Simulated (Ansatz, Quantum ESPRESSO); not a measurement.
# MoSi2N4, 1 layer: the dipole at a withheld member of a series

How the rows were computed: Quantum ESPRESSO 7.5, PBE, GBRV ultrasoft. Cell and atoms are relaxed without a field with a D3(BJ) correction and then held. Sawtooth field with dipole correction, 17 Å of vacuum in the starting cell, Fermi-Dirac smearing of 0.002 Ry; bands along a path at each field. The series steps the field along the normal.

| field along the normal | dipole (e Å) |
| --- | --- |
| 0 V/Å | −0.0000 |
| 0.05 V/Å | 0.0157 |
| 0.1 V/Å | 0.0314 |
| 0.2 V/Å | 0.0628 |
| 0.3 V/Å | 0.0942 |

**Question.** What is the dipole at 0.4 V/Å?

**Fit.** The rows at 0.2 V/Å and 0.3 V/Å give a slope of (0.0942 − (0.0628))/(0.3 − (0.2)) = 0.314, so a straight line gives 0.1256 e Å. A parabola through these and the row at 0.1 V/Å gives 0.1256 e Å.

**Check.** 0.1256 e Å. The line misses by 0.0000 and the parabola by 0.0000 e Å. Both misses are under 5 % of the step from the nearer row.

Caveats: Ions are held; semilocal gaps are too small; in strong fields empty levels can belong to the vacuum; one stacking. Members without a usable value, or on the other side of zero field or charge, are not listed.
